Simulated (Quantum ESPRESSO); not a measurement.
# NaF (Villiaumite): the LO frequency by hand

Wanted: the LO mode of NaF (Villiaumite) from the TO mode and the field response.

Calculated with Quantum ESPRESSO 7.5; DFT LDA, scalar-relativistic, plane waves, GBRV ultrasoft pseudopotentials.

## Step 1: The relaxed structure

It takes space group Fm-3m (No. 225, cubic). The conventional cell has a = 4.523 Å, b = 4.523 Å, c = 4.523 Å, α = 90.00°, β = 90.00°, γ = 90.00°. Nearest to Na lie 6 F at 2.26 Å. Nearest to F lie 6 Na at 2.26 Å. Farther neighbours and most contacts between anions are not listed.

Coordinates:

```cif
data_structure
_symmetry_space_group_name_H-M 'P 1'
_symmetry_Int_Tables_number 1
_cell_length_a 3.1981
_cell_length_b 3.1981
_cell_length_c 3.1981
_cell_angle_alpha 60.000
_cell_angle_beta 60.000
_cell_angle_gamma 60.000
_cell_volume 23.13
loop_
_atom_site_label
_atom_site_type_symbol
_atom_site_fract_x
_atom_site_fract_y
_atom_site_fract_z
_atom_site_occupancy
Na1 Na 0.00000 0.00000 0.00000 1
F2 F 0.50000 0.50000 0.50000 1
```

This is the cell after its relaxation at this level of theory, not the database cell from which that began.

## Step 2: What the response run gave

A linear-response run on the relaxed cell, with the response to an electric field; only its zone-centre results are used. Cutoff 55 Ry, k mesh 8×8×8.

Output:

```text
[banners, grids, parts of the stress and lines that vanish by symmetry left out]
Program PHONON v.7.5
     Reading xml data from directory:

[...]
Exchange-correlation= PZ
                           (   1   1   0   0   0   0   0)
[...]
kinetic-energy cut-off    =      55.0000  Ry
     charge density cut-off    =     440.0000  Ry
     convergence threshold     =      1.0E-18
[...]
Exchange-correlation= PZ
                           (   1   1   0   0   0   0   0)
[...]
q = (   0.0000000   0.0000000   0.0000000 )
     49 Sym.Ops. (with q -> -q+G )
     G cutoff =  814.1724  (  24309 G-vectors)     FFT grid: ( 45, 45, 45)
     G cutoff =  407.0862  (   8609 G-vectors)  smooth grid: ( 30, 30, 30)
     number of k points=    29
[...]
Mode symmetry, O_h (m-3m)  point group:
[...]
Dielectric constant
[...]
End of electric fields calculation
          Dielectric constant in cartesian axis
          (       1.926968958       0.000000000      -0.000000000 )
          (       0.000000000       1.926968958       0.000000000 )
          (      -0.000000000       0.000000000       1.926968958 )
          Effective charges (d Force / dE) in cartesian axis without acoustic sum rule applied (asr)
           atom    1  Na    Mean Z*:        1.00112
      Ex  (        1.00112        0.00000        0.00000 )
      Ey  (        0.00000        1.00112       -0.00000 )
      Ez  (        0.00000       -0.00000        1.00112 )
           atom    2  F     Mean Z*:       -0.99609
      Ex  (       -0.99609       -0.00000       -0.00000 )
      Ey  (       -0.00000       -0.99609        0.00000 )
      Ez  (       -0.00000        0.00000       -0.99609 )
          Effective charges Sum: Mean:        0.00503
[...]
Effective charges (d Force / dE) in cartesian axis with asr applied:
           atom    1  Na    Mean Z*:        0.99861
[...]
atom    2  F     Mean Z*:       -0.99861
[...]
Representation #   1 modes #   1   2   3
[...]
End of self-consistent calculation
     Convergence has been achieved
     Representation #   2 modes #   4   5   6
[...]
End of self-consistent calculation
     Convergence has been achieved
[...]
Dielectric constant in cartesian axis
          (       1.926968958       0.000000000      -0.000000000 )
          (       0.000000000       1.926968958       0.000000000 )
          (      -0.000000000       0.000000000       1.926968958 )
          Effective charges (d Force / dE) in cartesian axis without acoustic sum rule applied (asr)
           atom    1  Na    Mean Z*:        1.00112
      Ex  (        1.00112        0.00000        0.00000 )
      Ey  (        0.00000        1.00112       -0.00000 )
      Ez  (        0.00000       -0.00000        1.00112 )
           atom    2  F     Mean Z*:       -0.99609
      Ex  (       -0.99609       -0.00000       -0.00000 )
      Ey  (       -0.00000       -0.99609        0.00000 )
      Ez  (       -0.00000        0.00000       -0.99609 )
          Effective charges Sum: Mean:        0.00503
[...]
Effective charges (d Force / dE) in cartesian axis with asr applied:
           atom    1  Na    Mean Z*:        0.99861
[...]
atom    2  F     Mean Z*:       -0.99861
[...]
q = (    0.000000000   0.000000000   0.000000000 )
[...]
freq (    1) =      -0.425127 [THz] =     -14.180706 [cm-1]
     freq (    2) =      -0.425127 [THz] =     -14.180706 [cm-1]
     freq (    3) =      -0.425127 [THz] =     -14.180706 [cm-1]
     freq (    4) =       8.313309 [THz] =     277.302131 [cm-1]
     freq (    5) =       8.313309 [THz] =     277.302131 [cm-1]
     freq (    6) =       8.313309 [THz] =     277.302131 [cm-1]
[...]
Mode symmetry, O_h (m-3m)  point group:
     freq (   1-   3) =        -14.2  [cm-1]   --> T_1u G_15  G_4- I
     freq (   4-   6) =        277.3  [cm-1]   --> T_1u G_15  G_4- I

   JOB DONE.
```

```tsv
quantity	value
cell volume Ω (Å³)	23.130
mass of Na (u)	22.990
mass of F (u)	18.998
Born charge of Na, raw (e)	1.001
Born charge of F, raw (e)	-0.996
ε∞	1.927
ω(TO) after the sum rule (cm⁻¹)	277.7
```

## Step 3: The calculation

The charges must sum to zero over the cell; taking off their mean, 0.003 e, leaves Z* = 0.999 e on Na. In the polar mode Na moves against F, so the reduced mass is μ = 22.99 × 19.00 / 41.99 = 10.402 u.

A longitudinal wave builds up a field that adds to the restoring force: ω(LO)² = ω(TO)² + 4π Z*² / (μ Ω ε∞), in Hartree atomic units. With μ = 18962 electron masses and Ω = 156.09 bohr³ the second term is 2.1971e-06 Ha², or 105833 cm⁻² (1 Ha = 219474.6 cm⁻¹).

So ω(LO) = √(77106 + 105833) = 427.7 cm⁻¹, and by the Lyddane-Sachs-Teller relation ε₀ = ε∞ (ω(LO)/ω(TO))² = 4.57.

## Step 4: Check against the program

The analysis program adds the same non-analytic term to the full matrix, here for q along (1 0 0).

Output:

```text
[banner, memory and clock lines left out]
Program DYNMAT v.7.5

     Reading Dynamical Matrix from file g.dyn
     ...Force constants read
     ...epsilon and Z* read

     Polarizability (A^3 units)
     multiply by 0.763948 for Clausius-Mossotti correction
         1.706216    0.000000   -0.000000
         0.000000    1.706216    0.000000
        -0.000000    0.000000    1.706216

     IR activities are in (D/A)^2/amu units

# mode   [cm-1]    [THz]      IR
    1     -0.00   -0.0000    0.0000
    2     -0.00   -0.0000    0.0000
    3      0.00    0.0000    0.0000
    4    277.68    8.3247    2.2117
    5    277.68    8.3247    2.2117
    6    427.72   12.8227    2.2117
```

ε₀ comes from the program's run without a direction of q.

```tsv
quantity	by hand	program
ω(LO) (cm⁻¹)	427.7	427.7
ε₀	4.57	4.57
```

## Step 5: Outcome

```
TO mode                    : 277.7 cm⁻¹
LO mode                    : 427.7 cm⁻¹
static dielectric constant : 4.572
```

What this shows: The LO mode of NaF (Villiaumite) lies at 428 cm⁻¹, 150 cm⁻¹ above the TO mode; the formula meets the program within 0.1 cm⁻¹, as it must for a cubic crystal with one polar mode. ω(LO)² − ω(TO)² goes with Z*²/ε∞: an error of 5 % in ε∞ would move the LO mode by 5.9 cm⁻¹, and semilocal functionals tend to overestimate ε∞. The acoustic modes of the response miss zero by 14 cm⁻¹, a numerical error that can touch the optical modes as well. These are harmonic values at zero temperature, at the volume of this functional, for the structure held cubic; stability elsewhere in the zone is no part of this calculation.

[Host names and launcher messages were left out of these logs when they were recorded.]

[Logs are printed without paths, hosts, clocks, repeated set-up lines and the standing remarks that a program may print on its own settings, such as how far it seeks lower states.]

[Hosts, paths, dates, database ids (printed as entryN), source tags and the programs' standing remarks are cut or masked in the printed files.]
